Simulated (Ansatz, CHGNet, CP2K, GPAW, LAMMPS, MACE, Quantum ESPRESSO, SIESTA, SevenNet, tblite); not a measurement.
# From one method to another: forces in glassy 55SiO2-25B2O3-10CaO-10K2O (mol %) (68 atoms)

68 atoms (11 Si, 10 B, 2 Ca, 4 K, 41 O) placed at random at 2.27 g/cm³, melted at 3000 K for 20 ps at fixed volume with the Buckingham and Coulomb pair potential of Guillot and Sator (Geochim. Cosmochim. Acta 71, 1249 (2007)) with the boron terms of Wang et al. (J. Non-Cryst. Solids 498, 294 (2018)). Quenched from 3000 K to 300 K at 20 K/ps and fixed volume, held 10 ps at zero pressure, then minimised at fixed cell.

Two calculations on one geometry. First: machine-learned interatomic potential CHGNet r2SCAN, trained on r2SCAN plane-wave data (CHGNet r2SCAN). Second: Kohn-Sham DFT, PBE, PAW, plane waves (Ansatz 0.2.0; cutoff 420 eV, Γ point, fermi-dirac smearing of 0.05 eV; PAW set soft_2).

Cell vectors (Å):

```
9.642 0.000 0.000
0.000 9.642 0.000
0.000 0.000 9.642
```

Atom, position (Å) and force of the first calculation (eV/Å):

```
1 Si 5.224 4.626 4.673 -0.056 -0.458 0.491
2 Si 7.032 7.914 6.410 0.596 -0.275 -0.724
3 Si 1.404 1.451 7.467 -1.716 -0.505 -0.227
4 Si 0.803 5.908 6.431 -0.293 -0.239 -0.507
5 Si 7.255 4.352 8.878 0.473 0.383 -0.816
6 Si 2.187 1.985 4.519 -0.537 1.351 0.169
7 Si 6.912 2.279 1.709 0.267 -0.613 1.055
8 Si 8.779 1.623 4.188 -0.941 -0.017 0.879
9 Si 7.558 8.932 1.624 0.798 -0.426 0.750
10 Si 5.113 5.951 7.635 0.462 -0.523 -0.789
11 Si 0.504 6.447 2.667 -1.057 -0.028 -0.417
12 B 1.800 1.392 0.594 -1.447 1.340 1.301
13 B 2.404 5.002 4.189 -0.688 -0.266 1.524
14 B 6.611 9.363 4.145 0.329 1.069 -0.311
15 B 9.499 8.453 7.510 -0.145 -0.550 0.494
16 B 0.838 9.064 2.031 -1.565 0.363 -0.716
17 B 8.709 6.870 0.058 0.067 1.144 -0.284
18 B 4.923 1.998 3.570 1.189 -0.768 0.730
19 B 8.934 3.383 6.663 0.585 0.003 -0.582
20 B 7.717 5.934 4.376 0.274 1.084 0.854
21 B 2.584 5.714 8.678 -0.359 -1.079 0.863
22 Ca 0.431 4.232 0.003 0.472 0.010 -0.155
23 Ca 3.221 3.706 2.059 -0.335 -0.205 -0.424
24 K 4.470 9.223 9.273 -0.187 0.075 -0.068
25 K 4.403 7.110 1.825 0.135 -0.478 0.438
26 K 3.171 8.435 5.071 -0.194 -0.133 0.066
27 K 5.827 1.495 7.091 0.631 0.370 -0.772
28 O 0.361 7.467 6.533 0.570 -0.641 -0.347
29 O 5.722 0.821 3.788 -0.852 -0.036 0.086
30 O 7.336 3.345 0.528 -0.137 -0.145 0.245
31 O 7.780 3.564 7.558 -0.800 -0.185 0.776
32 O 8.627 2.541 5.522 -0.365 -0.234 -0.474
33 O 1.986 5.834 5.298 0.099 0.683 0.224
34 O 0.758 1.367 4.011 0.384 -0.123 -0.244
35 O 1.663 5.365 2.981 0.118 0.201 -0.745
36 O 2.224 1.518 8.909 0.742 -0.311 -0.389
37 O 6.021 7.287 7.536 -0.674 0.195 0.469
38 O 2.327 1.538 6.104 0.690 -0.370 0.035
39 O 9.391 4.693 6.195 0.290 0.758 0.102
40 O 5.144 3.005 4.609 0.208 0.706 0.707
41 O 5.730 4.876 8.688 -0.215 -0.029 0.214
42 O 3.482 1.679 3.545 -0.909 -0.484 0.062
43 O 1.469 5.504 7.885 0.591 -0.101 0.952
44 O 2.138 3.604 4.494 -0.072 -0.602 -0.311
45 O 3.862 5.139 3.906 0.425 0.671 -0.897
46 O 7.590 7.632 0.648 -1.070 0.675 0.228
47 O 3.647 6.431 8.143 0.488 0.573 -0.141
48 O 9.611 6.384 1.128 0.682 -0.897 0.377
49 O 5.084 5.203 6.193 -0.152 -0.058 0.114
50 O 9.453 7.763 8.817 0.297 -0.089 0.245
51 O 2.717 5.068 0.245 -0.262 0.652 -0.942
52 O 1.195 7.943 2.777 0.682 0.427 0.165
53 O 1.366 2.522 1.258 0.917 -0.768 -0.873
54 O 8.124 8.824 7.149 -0.770 -0.021 -0.245
55 O 8.209 5.664 9.024 -0.105 -0.971 0.258
56 O 7.952 0.242 4.435 0.851 0.490 0.133
57 O 0.694 0.000 7.525 0.523 0.438 -0.120
58 O 0.377 2.726 7.466 0.592 -0.274 0.843
59 O 6.093 8.686 5.324 -0.464 0.175 0.539
60 O 7.568 6.639 5.568 0.165 -0.493 -0.761
61 O 6.894 0.723 1.119 -0.261 0.103 -0.758
62 O 1.737 0.154 1.246 0.454 -0.809 0.040
63 O 8.041 2.314 2.890 0.009 0.435 -0.547
64 O 6.618 5.155 3.995 -0.010 0.082 -0.290
65 O 6.751 8.477 2.976 -0.233 -0.400 -0.768
66 O 8.845 6.154 3.598 -0.370 -0.197 0.209
67 O 9.117 9.318 1.908 1.015 0.018 -0.037
68 O 5.384 2.600 2.270 0.171 0.335 -0.952
```

**Question.** What forces does the second calculation give?

Atom and force (eV/Å):

```
1 0.154 -0.745 0.698
2 1.607 -0.363 -1.365
3 -2.998 -1.070 -0.254
4 -0.746 0.127 -0.405
5 0.793 1.039 -1.235
6 -0.616 2.281 0.089
7 0.521 -0.955 1.691
8 -1.484 -0.351 1.581
9 1.453 -0.993 0.861
10 0.496 -0.620 -1.157
11 -1.770 0.159 -0.524
12 -2.336 1.450 1.478
13 -1.360 -0.321 2.454
14 0.638 2.120 -0.596
15 -0.455 -1.652 1.479
16 -2.210 0.258 -1.085
17 0.708 2.611 -1.326
18 2.108 -1.822 1.365
19 1.101 0.167 -1.272
20 0.126 1.524 0.952
21 -0.352 -1.687 0.703
22 0.797 -0.057 -0.124
23 -0.690 -0.275 -0.718
24 -0.176 0.039 -0.100
25 0.214 -0.546 0.510
26 -0.326 -0.219 0.146
27 0.843 0.511 -1.031
28 0.975 -0.589 -1.090
29 -1.411 0.221 0.060
30 -0.164 -0.199 0.258
31 -1.212 -0.519 0.858
32 -0.611 0.036 -0.157
33 0.643 0.806 -0.232
34 0.799 -0.521 -0.511
35 0.556 -0.145 -1.064
36 1.660 -0.373 -0.293
37 -1.191 0.455 0.974
38 1.448 -0.653 0.189
39 0.051 0.509 0.018
40 0.298 0.729 1.132
41 -0.747 -0.340 0.563
42 -1.155 -0.882 -0.406
43 1.025 -0.348 1.760
44 -0.104 -0.300 -0.503
45 0.551 1.208 -1.532
46 -1.957 0.624 0.505
47 0.583 1.160 -0.054
48 1.008 -1.421 0.589
49 -0.290 -0.136 0.284
50 0.451 -0.310 0.840
51 -0.195 0.675 -0.754
52 1.406 0.852 0.265
53 1.163 -0.661 -0.889
54 -1.338 0.452 -0.410
55 -0.193 -1.474 0.146
56 0.965 0.231 0.270
57 0.878 0.763 -0.203
58 0.765 -0.092 1.334
59 -1.256 0.163 0.841
60 0.324 -0.821 -0.862
61 -0.708 0.216 -1.350
62 0.979 -0.922 0.074
63 0.092 0.978 -0.997
64 0.165 0.031 -0.683
65 -0.751 -0.871 -0.791
66 -0.617 -0.414 0.463
67 1.610 0.391 0.064
68 -0.532 0.884 -1.518
```

The two sets differ by 442 meV/Å r.m.s., 46 % of the r.m.s. force of the Ansatz run. Machine-learned potentials mimic data converged in k, so the reference's own k-point error enters their differences. The network of bonds at the start is that of the classical potential that made the cell, and needn't be the one that DFT or experiment would give. The electronic-structure runs sample only Γ, in a cell whose shortest periodic width is 10 Å.

[Logs are printed without paths, hosts, clocks, repeated set-up lines and the standing remarks that a program may print on its own settings, such as how far it seeks lower states.]

[Hosts, paths, dates, database ids (printed as entryN), source tags and the programs' standing remarks are cut or masked in the printed files.]
